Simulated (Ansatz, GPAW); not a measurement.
# Optical response of Li3SCl (model structure), part 3 of 3

Aim: the dielectric function of Li3SCl (model structure), and the optical constants that follow from it. The structure is a model built here, which may or may not match a known phase. It was built so: All Br replaced by Cl and O replaced by S in the Pm-3m structure of Li3BrO. The cell is first relaxed with Ansatz.

GPAW 26.7.0; DFT, PBE, plane-wave PAW (GPAW data sets), scalar-relativistic, RPA, optical limit.

So far. Step 3 (Ground state): There is a gap, 4.15 eV on this mesh (points off the mesh can give less), so no carriers' term is needed.

**5. Dielectric function, RPA**

Transitions between filled and empty bands, summed over the zone, give the optical response, so mesh, band count and broadening shape it.

The induced potential is part of this response.

This step: DFT, PBE, plane-wave PAW (GPAW data sets), scalar-relativistic, RPA, optical limit (GPAW 26.7.0).

The input, df.py:

```python
from gpaw.response.df import DielectricFunction

df = DielectricFunction('full.gpw', frequencies={'type': 'nonlinear', 'domega0': 0.03, 'omega2': 8},
                        ecut=60,
                        eta=0.15,
                        nbands=41,
                        txt='df.txt')
for direction in ['x']:
    df.get_dielectric_function(xc='RPA', direction=direction, filename=f'df_{direction}.csv')
```

Launch:

```bash
$ OMP_NUM_THREADS=1 python df.py
```

Numbers of over 12 decimals in the logs are rounded to 6 here.

Output:

```text
Using integrator: PointIntegrator
NonLinearFrequencyDescriptor(from 0.000 to 40.239 eV, 436 points)
Nonperiodic BCs:  [False False False]
Using integrator: PointIntegrator
NonLinearFrequencyDescriptor(from 0.000 to 40.239 eV, 436 points)
Nonperiodic BCs:  [False False False]

Calculating chi0 body with:
    Ground state adapter containing:
    Number of spins: 1
    Number of kpoints: 343
    Number of irreducible kpoints: 20
    Number of completely occupied states: 8
    Number of partially occupied states: 8

    Linear response parametrization:
    q_c: [0.0, 0.0, 0.0]
    Number of frequency points: 436
    Planewave cutoff: 60.0
    Number of bands: 41
    Number of planewaves: 93
    Broadening (eta): 0.15

Integrating chi0 body.

Symmetries of q_c:
    Direct symmetries (Uq -> q): 48
    Indirect symmetries (TUq -> q): 0
In total 48 allowed symmetries.

20 groups of equivalent kpoints. 94.169096% reduction.

Integral kind: spectral function

Calculating chi0 optical extensions with:
    Ground state adapter containing:
    Number of spins: 1
    Number of kpoints: 343
    Number of irreducible kpoints: 20
    Number of completely occupied states: 8
    Number of partially occupied states: 8

    Linear response parametrization:
    Number of frequency points: 436
    Planewave cutoff: 60.0
    Number of bands: 41
    Number of planewaves: 93
    Broadening (eta): 0.15
Integrating chi0 head and wings.

Symmetries of q_c:
    Direct symmetries (Uq -> q): 48
    Indirect symmetries (TUq -> q): 0
In total 48 allowed symmetries.

20 groups of equivalent kpoints. 94.169096% reduction.

Integral kind: spectral function wings
```

Run time: 6.1 s. Hardware: 1 thread of Arm Neoverse V2, shared host; peak memory 0.38 GiB.

Numbers from this step:

```
electronic dielectric constant ε∞, mean over x, y and z (by symmetry where fewer were run) : 2.856
main peak of Im epsilon, first axis                                                        : 5.681 eV
centre of weight of the strongest loss peak in the window                                  : 15.15 eV
```

Some rows of df_x.csv (energy; Re and Im without local fields; Re and Im with them):

```text
0.000000, 3.431350, -0.000000, 2.855516, -0.000000
0.555532, 3.446441, 0.008236, 2.866581, 0.006040
1.143969, 3.497101, 0.017916, 2.903743, 0.013148
1.768324, 3.596872, 0.030801, 2.977008, 0.022635
2.431988, 3.773389, 0.050900, 3.106880, 0.037498
3.138794, 4.092819, 0.090716, 3.342662, 0.067092
3.893091, 4.787505, 0.229858, 3.857682, 0.170496
4.699832, 6.140139, 1.652658, 4.892745, 1.194014
5.564682, 4.711839, 4.665779, 3.968716, 3.592248
6.494155, 4.262442, 2.660523, 2.701909, 1.781899
7.495775, 2.684014, 4.018283, 2.055020, 2.461304
8.578281, -0.079398, 4.423393, 0.562949, 3.038376
9.751884, 0.490371, 2.833065, 0.640970, 1.567842
11.028587, -1.212426, 1.691674, 0.331478, 1.714911
12.422601, -0.521510, 1.236956, 0.502724, 1.556759
13.950874, -0.083392, 0.850270, 0.265782, 1.060666
15.633783, 0.104861, 0.490339, 0.279607, 0.551284
17.496047, 0.323702, 0.641891, 0.631542, 0.443767
19.567954, 0.168389, 0.342061, 0.632280, 0.543968
```

Values under the direct gap are tails of Lorentzian lines. The Im ε, E ∥ x by photon energy; read off at these points:

| photon energy (eV) | Im ε, E ∥ x |
| --- | --- |
| 0.00 | 0 |
| 0.50 | 0.00542 |
| 1.00 | 0.0113 |
| 1.50 | 0.0182 |
| 2.00 | 0.0271 |
| 2.50 | 0.0395 |
| 3.00 | 0.0593 |
| 3.50 | 0.0972 |
| 4.00 | 0.213 |
| 4.50 | 0.775 |
| 5.00 | 1.97 |
| 5.50 | 3.25 |
| 5.66 | 3.96 |
| 6.00 | 3.04 |
| 6.50 | 1.79 |
| 7.00 | 2.64 |
| 7.21 | 2.88 |
| 7.50 | 2.46 |
| 8.00 | 3.63 |
| 8.50 | 3.11 |
| 9.00 | 2.19 |
| 9.50 | 1.66 |
| 10.00 | 1.69 |
| 10.38 | 2.05 |
| 10.50 | 1.89 |
| 11.00 | 1.72 |
| 11.50 | 1.16 |
| 12.00 | 1.26 |
| 12.42 | 1.56 |
| 12.50 | 1.52 |
| 13.00 | 1.10 |
| 13.50 | 1.02 |
| 14.00 | 1.04 |
| 14.50 | 0.771 |
| 15.00 | 0.695 |
| 15.50 | 0.599 |
| 16.00 | 0.425 |
| 16.50 | 0.448 |
| 17.00 | 0.421 |
| 17.50 | 0.443 |
| 18.00 | 0.464 |
| 18.50 | 0.473 |
| 19.00 | 0.554 |
| 19.50 | 0.546 |
| 20.00 | 0.518 |
| 20.50 | 0.423 |
| 21.00 | 0.407 |
| 21.50 | 0.307 |

Table of Re ε, E ∥ x by photon energy:

| photon energy (eV) | Re ε, E ∥ x |
| --- | --- |
| 0.0 | 2.86 |
| 0.5 | 2.86 |
| 1.0 | 2.89 |
| 1.5 | 2.94 |
| 2.0 | 3.02 |
| 2.5 | 3.12 |
| 3.0 | 3.28 |
| 3.5 | 3.53 |
| 4.0 | 3.98 |
| 4.5 | 4.45 |
| 5.0 | 4.69 |
| 5.5 | 4.11 |
| 6.0 | 1.50 |
| 6.5 | 2.72 |
| 7.0 | 2.44 |
| 7.5 | 2.07 |
| 8.0 | 1.85 |
| 8.5 | 0.730 |
| 9.0 | 0.292 |
| 9.5 | 0.505 |
| 10.0 | 0.901 |
| 10.5 | 0.445 |
| 11.0 | 0.347 |
| 11.5 | 0.330 |
| 12.0 | 0.678 |
| 12.5 | 0.383 |
| 13.0 | 0.300 |
| 13.5 | 0.273 |
| 14.0 | 0.224 |
| 14.5 | 0.243 |
| 15.0 | 0.411 |
| 15.5 | 0.287 |
| 16.0 | 0.412 |
| 16.5 | 0.539 |
| 17.0 | 0.592 |
| 17.5 | 0.632 |
| 18.0 | 0.690 |
| 18.5 | 0.715 |
| 19.0 | 0.700 |
| 19.5 | 0.620 |
| 20.0 | 0.537 |
| 20.5 | 0.528 |
| 21.0 | 0.548 |
| 21.5 | 0.548 |

The refractive index n and extinction k by photon energy:

| photon energy (eV) | n | k |
| --- | --- | --- |
| 0 | 1.69 | 0 |
| 1 | 1.70 | 0.00332 |
| 2 | 1.74 | 0.00779 |
| 3 | 1.81 | 0.0163 |
| 4 | 2.00 | 0.0534 |
| 5 | 2.21 | 0.446 |
| 6 | 1.56 | 0.971 |
| 7 | 1.74 | 0.759 |
| 8 | 1.72 | 1.06 |
| 9 | 1.12 | 0.978 |
| 10 | 1.19 | 0.711 |
| 11 | 1.03 | 0.839 |
| 12 | 1.03 | 0.613 |
| 13 | 0.848 | 0.648 |
| 14 | 0.803 | 0.649 |
| 15 | 0.780 | 0.445 |
| 16 | 0.708 | 0.300 |
| 17 | 0.812 | 0.259 |
| 18 | 0.872 | 0.266 |
| 19 | 0.892 | 0.310 |
| 20 | 0.801 | 0.323 |
| 21 | 0.784 | 0.259 |

The loss function −Im 1/ε at q → 0, E ∥ x has structure finer than the step of the table below, so its rows give means over 0.5 eV, whole bins alone (the curve runs from 0 to 21.9 eV). Peaks (eV: height): 11.48: 0.799, 14.77: 1.30, 15.73: 1.47, 20.31: 0.953.

Values under the direct gap are tails of Lorentzian lines. Loss function −Im 1/ε at q → 0, E ∥ x against energy loss; means over each step:

energy loss (eV), loss function −Im 1/ε at q → 0, E ∥ x and a bar:
```
      0.5       0.00 
      1.0       0.00 
      1.5       0.00 
      2.0       0.00 
      2.5       0.00 
      3.0       0.01 
      3.5       0.01 
      4.0       0.01 
      4.5       0.04 #
      5.0       0.08 ##
      5.5       0.13 ###
      6.0       0.25 #####
      6.5       0.19 ####
      7.0       0.20 ####
      7.5       0.23 #####
      8.0       0.23 #####
      8.5       0.31 #######
      9.0       0.44 ##########
      9.5       0.54 ############
     10.0       0.47 ##########
     10.5       0.49 ###########
     11.0       0.57 #############
     11.5       0.77 #################
     12.0       0.63 ##############
     12.5       0.63 ##############
     13.0       0.82 ##################
     13.5       0.88 ###################
     14.0       0.96 #####################
     14.5       1.21 ##########################
     15.0       1.13 #########################
     15.5       1.37 ##############################
     16.0       1.23 ###########################
     16.5       0.93 ####################
     17.0       0.80 ##################
     17.5       0.73 ################
     18.0       0.67 ###############
     18.5       0.65 ##############
     19.0       0.70 ###############
     19.5       0.80 ##################
     20.0       0.91 ####################
     20.5       0.91 ####################
     21.0       0.86 ###################
     21.5       0.76 #################
```

The Im ε, E ∥ x has structure finer than the step of the table below, so its rows give means over 1 eV, whole bins alone (the curve runs from 0 to 21.9 eV). Peaks (eV: height): without local fields 5.7: 4.94, 8.0: 5.68, 10.2: 3.73; with local fields 5.7: 3.97, 8.0: 3.69, 10.4: 2.05.

Values under the direct gap are tails of Lorentzian lines. The Im ε, E ∥ x by photon energy; means over each step:

| photon energy (eV) | without local fields | with local fields |
| --- | --- | --- |
| 1 | 0.0156 | 0.0115 |
| 2 | 0.0376 | 0.0276 |
| 3 | 0.0841 | 0.0622 |
| 4 | 0.429 | 0.318 |
| 5 | 2.69 | 2.03 |
| 6 | 3.48 | 2.87 |
| 7 | 4.12 | 2.60 |
| 8 | 4.94 | 3.16 |
| 9 | 3.31 | 2.30 |
| 10 | 3.17 | 1.75 |
| 11 | 1.85 | 1.60 |
| 12 | 1.45 | 1.28 |
| 13 | 0.967 | 1.20 |
| 14 | 0.833 | 0.948 |
| 15 | 0.680 | 0.692 |
| 16 | 0.503 | 0.463 |
| 17 | 0.610 | 0.434 |
| 18 | 0.633 | 0.454 |
| 19 | 0.463 | 0.545 |
| 20 | 0.240 | 0.516 |
| 21 | 0.138 | 0.387 |

Optical constants at common wavelengths, from n + ik = √ε:

| wavelength (nm) | n | k | R (%) | 1/α |
| --- | --- | --- | --- | --- |
| 1064 | 1.70 | 0.004 | 6.8 | 21 µm |
| 800 | 1.72 | 0.006 | 7.0 | 12 µm |
| 633 | 1.73 | 0.008 | 7.2 | 6.7 µm |
| 450 | 1.79 | 0.013 | 8.0 | 2.7 µm |
| 405 | 1.82 | 0.017 | 8.4 | 1.9 µm |
| 308 | 2.00 | 0.056 | 11.2 | 435 nm |
| 193 | 1.65 | 0.526 | 9.6 | 29 nm |

Below the direct gap, k and the depth come from the tails of the Lorentzian lines, not from transitions.

Rows near the edge hang on the gap, which this functional as a rule makes too small, and phonon-assisted absorption is left out.

**6. Summary of results**

* electronic dielectric constant ε∞, mean over x, y and z (by symmetry where fewer were run) (RPA): 2.86
* main peak of Im epsilon, first axis: 5.68 eV
* centre of weight of the strongest loss peak in the window, first axis: 15.1 eV

What this shows: At this level (PBE, RPA) Li3SCl has ε∞ = 2.86 and n = 1.70 at 1550 nm, and Im ε peaks at 5.7 eV. The cell grew by 31.5 % in volume. On the mesh the gap is 4.13 eV and the least direct gap 4.34 eV, so on this mesh the band edges lie at different points. Local fields change the static value along x from 3.43 to 2.86 (-17 %). Distinct maxima of Im ε, read by a parabola through the highest points, lie at 5.68 eV (4.0), 6.82 eV (2.8), 7.24 eV (2.9) and 8.05 eV (3.7). Excitons and phonon-assisted transitions are missing; PBE gaps are as a rule too small, which pulls the onset down and ε∞ up. The sum runs over mesh points, so small or evenly spaced maxima can still be ripples of the mesh. The cell grew by 32 % in the relaxation, which can come from the guessed start or, where layers or molecules are weakly bound, from the missing dispersion term; a larger cell lowers ε.

[Machine, clock and banner lines and Python warnings are left out of the logs.]

[Logs are printed without paths, hosts, clocks, repeated set-up lines and the standing remarks that a program may print on its own settings, such as how far it seeks lower states.]

[Hosts, paths, dates, database ids (printed as entryN), source tags and the programs' standing remarks are cut or masked in the printed files.]
